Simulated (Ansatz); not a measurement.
## 1T-TiO2 monolayer in a perpendicular field

What dipole does a perpendicular field induce in the 1T-TiO2 monolayer, and does the gap follow? A positive field points along +c.

Method: plane-wave DFT, RPBE-D3(BJ), Ansatz PAW, in the first sound run; inputs show where later runs differ, in Ansatz 0.2.0.

## Step 1: Set-up

The cell holds 3 atoms: 2 O and 1 Ti. Its edges and angles: a = 2.990 Å, b = 2.990 Å, c = 20.461 Å, α = 90.0°, β = 90.0°, γ = 120.0°. Vacuum lies along c.

## Step 2: Relaxing the slab

The starting cell is a guess, so the in-plane lattice and the atoms are relaxed first, with the slab cut off from its images along the normal. The program lengthens the vector along the normal by itself, so c and the volume that it reports differ from the typed ones.

Input file input.yaml:

```yaml
crystal:
  lattice:
    - [2.99, 0.0, 0.0]
    - [-1.495, 2.5894159573, 0.0]
    - [0.0, 0.0, 20.4611921231]
  atoms:
    - { symbol: O, position: [0.6666666667, 0.3333333333, 0.4398570692] }
    - { symbol: Ti, position: [0.0, 0.0, 0.5] }
    - { symbol: O, position: [0.3333333333, 0.6666666667, 0.5601429308] }
  periodic: [true, true, false]
kpoints:
  mp_grid: { grid: [12, 12, 1] }
hamiltonian:
  xc: rpbe
  dispersion: d3bj
scf:
  occupations: { method: fermi_dirac, width: 0.05 }
  convergence: { dr2_threshold: 1.0e-09 }
relax:
  f_tol: 0.004
  max_steps: 90
  cell: {}
output:
  write_potential: true
  write_density: true
  volumetric_format: npy
```

Started as:

```console
ansatz run input.yaml --threads 2 --pin off --max-ram 3072MiB --backend cpu --events-out ev --progress --plain --runs-dir out
```

Numbers of over 12 decimals in the logs are rounded to 6 here.

Log:

```text
Warning: crystal.periodic: the lattice vector that does not repeat stood 0.000° off the slab's normal, 20.461 Å along it as the deck builds it. The run solves the slab on a vector along the normal, 28.722 Å long, with every atom where it was (on the deck's vector they left 18.00 Å outside them, and the widest stretch free of ions among them is 1.23 Å). A fractional position that the run reports is one of the run's ce [...]
Warning: relax.cell: scf.convergence.dr2_threshold = 1e-9 eV is looser than the 1.93197752933e-10 eV advised for a relaxation that steers and ends on the stress (1e-10 eV for each atom of the cell: 3, times the square of relax.cell.stress_2d_tol = 0.05 N/m over 12.5 Å (the atoms' height at the walk's start and 5 Å past either face), 4.012e-2 GPa, over a crystal's default 0.05). What an SCF threshold leaves in a stress goes as its square root, and in the free energy as the threshold itself, and one threshold admits the most on a small cell: [figures from the program's tests cut] Set scf.convergence.dr2_threshold to 1.93197752933e-10 eV or tighter. [rest of the remark cut]
crystal.periodic: the lattice vector that does not repeat stood 0.000° off the slab's normal, 20.461 Å along it as the deck builds it. The run solves the slab on a vector along the normal, 28.722 Å long, with every atom where it was (on the deck's vector they left 18.00 Å outside them, and the widest stretch free of ions among them is 1.23 Å). A fractional position that the run reports is one of the run's cell, which [...]
Engine: ansatz 0.2.0, x86_64-unknown-linux-gnu
Pseudopotentials: kind: paw
Pseudopotential: O, paw, valence charge 6, recommended cutoff 420 eV (normal), O.paw.azcp
Pseudopotential: Ti, paw, valence charge 12, recommended cutoff 420 eV (normal), Ti.paw.azcp
Functional definition: RPBE
  parameter kappa = 0.804
  parameter beta = 0.066725
  exchange = rpbe_x(kappa = kappa, mu = beta*pi^2/3)
  correlation = pbe_c(beta = beta)
Crystal: 3 atoms, lattice volume = 222.379 Å³
Basis set: ecut = 420 eV, 4199 PW (Γ), exchange–correlation on 40×40×384 points (8 copies of the dense FFT grid, shifted against one another)
Bands: 16, of which v1, the nominal top of the filled ones, is band 12 counted from 1 (11 counted from 0)
Symmetry: 12 space group operations
Space group: P-3m1 (ITA 164), of the structure as read, at distance tolerance 6.1e-5 Å
k-points: 19 of 144
Non-local potential: O, projectors of the file, l = 0: 2, l = 1: 2, l = 2: 1
Non-local potential: Ti, projectors of the file, l = 0: 3, l = 1: 2, l = 2: 3, l = 3: 1
PAW form: soft (Blöchl's): semilocal exchange-correlation on the pseudo side does not see the compensation charge
PAW frozen core: O, regenerated for the run's functional, and the local potential with it (the file was generated under x = pbe(κ = 0.804, μ = 0.219515), c = pbe(β = 0.066725))
PAW frozen core: Ti, regenerated for the run's functional, and the local potential with it (the file was generated under x = pbe(κ = 0.804, μ = 0.219515), c = pbe(β = 0.066725))
PAW one-centre angular grid: O, 110 points (default); XC on 64 Gauss nodes
PAW one-centre angular grid: Ti, 590 points (default); XC on 64 Gauss nodes
Initial density: superposition of atomic densities (neutral atoms: chi_scale 0, normalization atom), corrected by the library's trained network
Initial wavefunctions: pseudopotential atomic-orbital guess
Functional: x = rpbe, c = pbe(β = 0.066725)
SCF iter   1: F=—  HF=-3647.642883 eV  |F-HF|=—  |Δ(HF+E_count)|=         —  Δρ=2.02e-3  dr2=7.17e-3  ethr=1.77e-3  ⟨swp⟩=11.1  Hψ=2418  notcnv=0
preconditioner: auto → none  [insulator: Δε(μ)=1.707 eV  Ē_g=8.742 eV  σ=0.050 eV  W_gap=1.00  n_scr=16 (ndim 8)  ℏωp=10.0 eV  f_vac=0.810  D(μ)=0.00/eV (n_scr^D=0)  ε∞_Penn≈2.3]
SCF iter   2: F=—  HF=-3647.645007 eV  |F-HF|=—  |Δ(HF+E_count)|=   2.12e-3  Δρ=2.69e-3  dr2=2.38e-2  ethr=2.99e-5  ⟨swp⟩=3.2  Hψ=942  notcnv=0
SCF iter   3: F=—  HF=-3647.643334 eV  |F-HF|=—  |Δ(HF+E_count)|=   1.67e-3  Δρ=1.91e-3  dr2=8.69e-3  ethr=2.99e-5  ⟨swp⟩=2.9  Hψ=655  notcnv=0
SCF iter   4: F=—  HF=-3647.642687 eV  |F-HF|=—  |Δ(HF+E_count)|=   6.47e-4  Δρ=8.03e-4  dr2=1.42e-3  ethr=2.99e-5  ⟨swp⟩=2.1  Hψ=383  notcnv=0
SCF iter   5: F=—  HF=-3647.642767 eV  |F-HF|=—  |Δ(HF+E_count)|=   7.99e-5  Δρ=7.70e-5  dr2=9.05e-6  ethr=5.92e-6  ⟨swp⟩=2.6  Hψ=476  notcnv=0
SCF iter   6: F=—  HF=-3647.642767 eV  |F-HF|=—  |Δ(HF+E_count)|=   3.28e-8  Δρ=5.31e-5  dr2=3.85e-6  ethr=3.77e-8  ⟨swp⟩=3.6  Hψ=711  notcnv=0
SCF iter   7: F=—  HF=-3647.642766 eV  |F-HF|=—  |Δ(HF+E_count)|=   8.91e-7  Δρ=1.39e-5  dr2=2.01e-7  ethr=1.60e-8  ⟨swp⟩=3.1  Hψ=598  notcnv=0
SCF iter   8: F=—  HF=-3647.642831 eV  |F-HF|=—  |Δ(HF+E_count)|=   6.51e-5  Δρ=5.43e-6  dr2=2.63e-8  ethr=8.36e-10  ⟨swp⟩=3.2  Hψ=646  notcnv=0
SCF iter   9: F=—  HF=-3647.642831 eV  |F-HF|=—  |Δ(HF+E_count)|=   7.42e-9  Δρ=1.36e-6  dr2=3.07e-9  ethr=1.10e-10  ⟨swp⟩=2.9  Hψ=599  notcnv=0
SCF iter  10: F=-3647.642831 eV  HF=-3647.642831 eV  |F-HF|=8.64e-11  |Δ(HF+E_count)|=  1.68e-10  Δρ=3.17e-7  dr2=8.42e-11  ethr=4.17e-12  ⟨swp⟩=11.9  Hψ=2284  notcnv=0
SCF 1 converged in 10 iterations: F = -3647.642831 eV  dr2 = 8.42e-11
  greatest PAW one-centre occupation: 0.999 electrons in one spin orbital (limit 2), on the Ti atom at site 1 (counted from 0), in its partial waves of l = 0
relax step   1: F+E_penalty+E_count = -3647.64283108 eV  Δ(F+E_penalty+E_count) = +0.000e0 eV  max|allowed force component| = 4.120e0 eV/Å  Δτ_max = 0.0000 Å  P = -11.917 N/m  Ω = 222.379 Å³  fix = [c, alpha, beta]  reactions: c -0.000 N/m  (10 SCF iters, accepted)
Crystal: 3 atoms, lattice volume = 221.744 Å³
Initial density: handed on by an earlier stage of this run
Initial wavefunctions: those handed on with the density
iter 1 solved again at ethr=1.73e-3 eV; its pass at ethr=3.10e-3 eV (dr2=4.15e-1 eV) is discarded
SCF iter   1: F=—  HF=-3648.886414 eV  |F-HF|=—  |Δ(HF+E_count)|=         —  Δρ=1.46e-2  dr2=4.20e-1  ethr=1.73e-3  ⟨swp⟩=1.5  Hψ=2987  notcnv=0
preconditioner: auto → none  [insulator: Δε(μ)=2.777 eV  Ē_g=9.763 eV  σ=0.050 eV  W_gap=1.00  n_scr=16 (ndim 8)  ℏωp=10.0 eV  f_vac=0.822  D(μ)=0.00/eV (n_scr^D=0)  ε∞_Penn≈2.0]
SCF iter   2: F=—  HF=-3648.750504 eV  |F-HF|=—  |Δ(HF+E_count)|=   1.36e-1  Δρ=7.66e-3  dr2=1.35e-1  ethr=1.73e-3  ⟨swp⟩=2.9  Hψ=650  notcnv=0
SCF iter   3: F=—  HF=-3648.760475 eV  |F-HF|=—  |Δ(HF+E_count)|=   9.97e-3  Δρ=8.40e-3  dr2=1.74e-1  ethr=5.63e-4  ⟨swp⟩=3.4  Hψ=685  notcnv=0
[...]
preconditioner: auto → none  [insulator: Δε(μ)=3.067 eV  Ē_g=10.508 eV  σ=0.050 eV  W_gap=1.00  n_scr=16 (ndim 8)  ℏωp=10.3 eV  f_vac=0.823  D(μ)=0.00/eV (n_scr^D=0)  ε∞_Penn≈2.0]
SCF iter   2: F=—  HF=-3648.845386 eV  |F-HF|=—  |Δ(HF+E_count)|=   4.74e-2  Δρ=4.46e-3  dr2=3.89e-2  ethr=5.75e-4  ⟨swp⟩=2.8  Hψ=568  notcnv=0
SCF iter   3: F=—  HF=-3648.844655 eV  |F-HF|=—  |Δ(HF+E_count)|=   7.30e-4  Δρ=3.51e-3  dr2=3.02e-2  ethr=1.62e-4  ⟨swp⟩=3.1  Hψ=708  notcnv=0
SCF iter   4: F=—  HF=-3648.840094 eV  |F-HF|=—  |Δ(HF+E_count)|=   4.56e-3  Δρ=1.55e-3  dr2=5.70e-3  ethr=1.26e-4  ⟨swp⟩=2.2  Hψ=482  notcnv=0
SCF iter   5: F=—  HF=-3648.839510 eV  |F-HF|=—  |Δ(HF+E_count)|=   5.84e-4  Δρ=2.27e-4  dr2=3.77e-5  ethr=2.38e-5  ⟨swp⟩=2.5  Hψ=540  notcnv=0
SCF iter   6: F=—  HF=-3648.839461 eV  |F-HF|=—  |Δ(HF+E_count)|=   4.94e-5  Δρ=1.02e-4  dr2=1.06e-5  ethr=1.57e-7  ⟨swp⟩=3.7  Hψ=681  notcnv=0
SCF iter   7: F=—  HF=-3648.839463 eV  |F-HF|=—  |Δ(HF+E_count)|=   2.26e-6  Δρ=4.52e-5  dr2=2.66e-6  ethr=4.43e-8  ⟨swp⟩=3.2  Hψ=604  notcnv=0
SCF iter   8: F=—  HF=-3648.839527 eV  |F-HF|=—  |Δ(HF+E_count)|=   6.43e-5  Δρ=2.21e-5  dr2=7.74e-7  ethr=1.11e-8  ⟨swp⟩=2.6  Hψ=528  notcnv=0
SCF iter   9: F=—  HF=-3648.839527 eV  |F-HF|=—  |Δ(HF+E_count)|=   1.43e-7  Δρ=1.94e-6  dr2=5.70e-9  ethr=3.23e-9  ⟨swp⟩=3.0  Hψ=521  notcnv=0
SCF iter  10: F=-3648.839527 eV  HF=-3648.839527 eV  |F-HF|=3.70e-10  |Δ(HF+E_count)|=  1.16e-10  Δρ=5.26e-7  dr2=3.94e-10  ethr=4.17e-12  ⟨swp⟩=13.2  Hψ=2585  notcnv=0
SCF 3 converged in 10 iterations: F = -3648.839527 eV  dr2 = 3.94e-10
relax step   3: F+E_penalty+E_count = -3648.83952710 eV  Δ(F+E_penalty+E_count) = -1.076e-1 eV  max|allowed force component| = 6.769e-1 eV/Å  Δτ_max = 0.0619 Å  P = +3.358 N/m  Ω = 209.879 Å³  energy of the carried Pulay correction = +7.861e-3 eV  fix = [c, alpha, beta]  reactions: c +0.000 N/m  (10 SCF iters, accepted)
[...]
relax step   4: F+E_penalty+E_count = -3648.86219515 eV  Δ(F+E_penalty+E_count) = -2.267e-2 eV  max|allowed force component| = 6.456e-2 eV/Å  Δτ_max = 0.0247 Å  P = -0.439 N/m  Ω = 213.114 Å³  energy of the carried Pulay correction = +5.783e-3 eV  fix = [c, alpha, beta]  reactions: c -0.000 N/m  (8 SCF iters, accepted)
[...]
relax step   5: F+E_penalty+E_count = -3648.86283943 eV  Δ(F+E_penalty+E_count) = -6.443e-4 eV  max|allowed force component| = 4.547e-3 eV/Å  Δτ_max = 0.0020 Å  P = -0.011 N/m  Ω = 212.648 Å³  energy of the carried Pulay correction = +6.080e-3 eV  fix = [c, alpha, beta]  reactions: c -0.000 N/m  (6 SCF iters, accepted)
[...]
relax step   6: F+E_penalty+E_count = -3648.86286634 eV  Δ(F+E_penalty+E_count) = -2.692e-5 eV  max|allowed force component| = 2.326e-4 eV/Å  Δτ_max = 0.0003 Å  P = -0.001 N/m  Ω = 212.609 Å³  energy of the carried Pulay correction = +6.105e-3 eV  fix = [c, alpha, beta]  reactions: c -0.000 N/m  (5 SCF iters, accepted)
[...]
relax step   7: F+E_penalty+E_count = -3648.85859180 eV  Δ(F+E_penalty+E_count) = +4.275e-3 eV  max|allowed force component| = 2.639e-5 eV/Å  Δτ_max = 0.0000 Å  P = -0.146 N/m  Ω = 212.609 Å³  fix = [c, alpha, beta]  reactions: c -0.000 N/m  stress off target by 1.46e-1 N/m on what of the cell is left free  SCF on the basis re-selected at this cell (its energy is not comparable with the rows above)  (6 SCF iters)
[...]
relax step   8: F+E_penalty+E_count = -3648.85879438 eV  Δ(F+E_penalty+E_count) = -2.026e-4 eV  max|allowed force component| = 1.528e-5 eV/Å  Δτ_max = 0.0008 Å  P = -0.003 N/m  Ω = 212.345 Å³  energy of the carried Pulay correction = +1.596e-4 eV  fix = [c, alpha, beta]  reactions: c -0.000 N/m  (5 SCF iters, accepted)
iter 1 solved again at ethr=7.16e-8 eV; its pass at ethr=3.10e-3 eV (dr2=1.72e-5 eV) is discarded
SCF iter   1: F=—  HF=-3648.858602 eV  |F-HF|=—  |Δ(HF+E_count)|=         —  Δρ=5.08e-6  dr2=8.36e-9  ethr=7.16e-8  ⟨swp⟩=6.7  Hψ=4013  notcnv=0
preconditioner: auto → none  [insulator: Δε(μ)=2.941 eV  Ē_g=10.230 eV  σ=0.050 eV  W_gap=1.00  n_scr=16 (ndim 8)  ℏωp=10.2 eV  f_vac=0.823  D(μ)=0.00/eV (n_scr^D=0)  ε∞_Penn≈2.0]
SCF iter   2: F=—  HF=-3648.858610 eV  |F-HF|=—  |Δ(HF+E_count)|=   8.51e-6  Δρ=2.47e-6  dr2=4.47e-9  ethr=3.48e-11  ⟨swp⟩=4.8  Hψ=911  notcnv=0
SCF iter   3: F=—  HF=-3648.858610 eV  |F-HF|=—  |Δ(HF+E_count)|=   5.42e-9  Δρ=2.21e-6  dr2=9.04e-9  ethr=1.86e-11  ⟨swp⟩=3.3  Hψ=627  notcnv=0
SCF iter   4: F=-3648.858610 eV  HF=-3648.858610 eV  |F-HF|=3.46e-11  |Δ(HF+E_count)|=  4.09e-10  Δρ=5.20e-7  dr2=3.52e-10  ethr=4.17e-12  ⟨swp⟩=13.8  Hψ=2955  notcnv=0
SCF 9 converged in 4 iterations: F = -3648.858610 eV  dr2 = 3.52e-10
relax step   9: F+E_penalty+E_count = -3648.85861026 eV  Δ(F+E_penalty+E_count) = +1.841e-4 eV  max|allowed force component| = 1.014e-5 eV/Å  Δτ_max = 0.0000 Å  P = -0.006 N/m  Ω = 212.345 Å³  fix = [c, alpha, beta]  reactions: c -0.000 N/m  stress off target by 6.31e-3 N/m on what of the cell is left free  SCF on the basis re-selected at this cell (its energy is not comparable with the rows above)  (4 SCF iters)
basis re-selected at this cell: Δ(F+E_penalty+E_count) = +1.841e-4 eV, ΔP = -0.003 N/m vs the last step (what re-selecting the basis moved, of the pressure what is left beyond the Pulay correction that the steps carried, after the strain that the cell walked since its last selection, with what the two solves' SCF thresholds leave and, on support functions, any second-order correction that the steps lacked; it is no m [...]
SCF converged after 4 iterations
Free energy (F): -3648.858610 eV
Harris-Foulkes:  -3648.858610 eV  (|F-HF|=3.46e-11)
Internal energy: -3648.858610 eV  (E = F + TS)
E sigma→0 (E₀):  -3648.858610 eV
Fermi energy:    -6.854667 eV
--- Per-component energies (eV) ---
  E_band       = -598.864324
  E_kinetic    = 625.474966
  E_local      = -45271.981597  (includes V_loc(G=0)·N_el)
  E_nonlocal   = 95.694391
  E_hartree    = 22250.764691
  E_xc         = -247.889156
  E_vxc        = -313.078315  (∫ρ·V_xc dr)
  E_paw        = -1367.987740  (= ΣΔE_a)
  E_vpaw       = -236.508891  (= ΣTr[D̂ρ^β])
  E_aug_tail   = 0.005112  (compensation charges beyond the density's cutoff)
  E_ewald      = 20269.877107
  E_disp       = -2.722313  (pairwise vdW)
  E_core_change = -0.094072  (= ΣΔE_core)
  E_smearing   = -0.000000  (= −TS)
  E_closure    = -0.000000  (closes the sum)
  Σ components = -3648.858610   (vs F -3648.858610, Δ=0.00e0)
--- Forces (eV/Å), atoms counted from 1 ---
  atom   1  O     -0.00000000     0.00000000    -0.00001014
  atom   2  Ti     0.00000000     0.00000000     0.00000000
  atom   3  O      0.00000000    -0.00000000     0.00001014
  max |Σ_I F_I| component: 9.25e-18 eV/Å
--- 2D stress c σ (N/m, compression-positive) ---
       -0.006308       0.000000      -0.000000
        0.000000      -0.006308       0.000000
       -0.000000       0.000000      -0.000000
  P = ½ c Tr σ = -0.0063 N/m
--- Band table (eV; the first three rows and the last of 19) ---
  k-point 0: bands = [... 8 lower, -11.8261, -9.0008, -8.4316, -8.4316, -5.4289, -5.4289, -3.7551, -1.2816]
  k-point 1: bands = [... 8 lower, -11.7544, -8.8884, -8.7497, -8.5908, -5.3427, -5.2534, -3.7765, -1.5243]
  k-point 2: bands = [... 8 lower, -11.5650, -9.6504, -8.9332, -8.5113, -5.2076, -4.8733, -3.8402, -1.9371]
  k-point 18: bands = [... 8 lower, -11.0186, -9.8659, -9.8659, -9.4186, -5.0781, -4.1148, -4.1148, -1.6591]
--- Relaxed structure (7 steps of the walk, 7 accepted, 2 SCFs on fresh bases) ---
  F+E_penalty+E_count = -3648.85861026 eV   max|allowed force component| = 1.014e-5 eV/Å   (the final SCF, on the basis selected at the relaxed cell)
  cell:  # Å, volume = 212.3445 Å³
    - [2.921763, 0, 0]
    - [-1.460881, 2.530321, 0]
    - [0, 0, 28.722384]
  atoms:
    - { symbol: O, position: [0.666667, 0.333333, 0.321440] }
    - { symbol: Ti, position: [0, 0, 0.356189] }
    - { symbol: O, position: [0.333333, 0.666667, 0.390938] }
```

Run time: 17 s. Hardware: 2 threads of Intel Xeon 6975P-C (Granite Rapids), shared host; peak memory 0.51 GiB.

Relaxation path:

```tsv
step	energy less that of the first step (eV)	largest force component (eV/Å)	volume (Å³)
1	0.0000	4.1196	222.38
2	-1.0891	1.2116	221.74
3	-1.1967	0.6769	209.88
4	-1.2194	0.0646	213.11
5	-1.2200	0.0045	212.65
6	-1.2200	0.0002	212.61
7*	-1.2158	0.0000	212.61
8	-1.2160	0.0000	212.34
9*	-1.2158	0.0000	212.34
```

Relaxation steps marked * repeat the geometry before them on a plane-wave basis chosen anew for their cell, so energy and pressure can jump there.

Forces are held to the 12 operations that the run works with; a distortion that breaks them can't arise in this run.

```tsv
cell as run	before	after	change
a (Å)	2.990	2.922	-2.3 %
b (Å)	2.990	2.922	-2.3 %
```

The atoms that moved most (Å, along periodic axes as changes of fractional coordinates times the final cell, across vacuum about the mean position):

```tsv
atom	dx	dy	dz	length
O1	0.000	0.000	0.233	0.233
O3	0.000	0.000	-0.233	0.233
```

Final coordinates:

```xyz
3
Lattice="2.9218 0.0000 0.0000 -1.4609 2.5303 0.0000 0.0000 0.0000 28.7224" Properties=species:S:1:pos:R:3
O     1.4609    0.8434    9.2325
Ti    0.0000    0.0000   10.2306
O     0.0000    1.6869   11.2287
```

This step gave:

| Property | Result |
| --- | --- |
| gap on the k-mesh | 2.941 eV |

The lattice constant a goes from 2.990 to 2.922 Å.

[end of part 1 of 4]

[Logs are printed without paths, hosts, clocks, repeated set-up lines and the standing remarks that a program may print on its own settings, such as how far it seeks lower states.]

[Hosts, paths, dates, database ids (printed as entryN), source tags and the programs' standing remarks are cut or masked in the printed files.]

[Maps of the electrostatic potential energy from Ansatz leave out the sawtooth potential of an applied field or a dipole correction, so their vacuum need not be flat; planar profiles and work functions include it.]
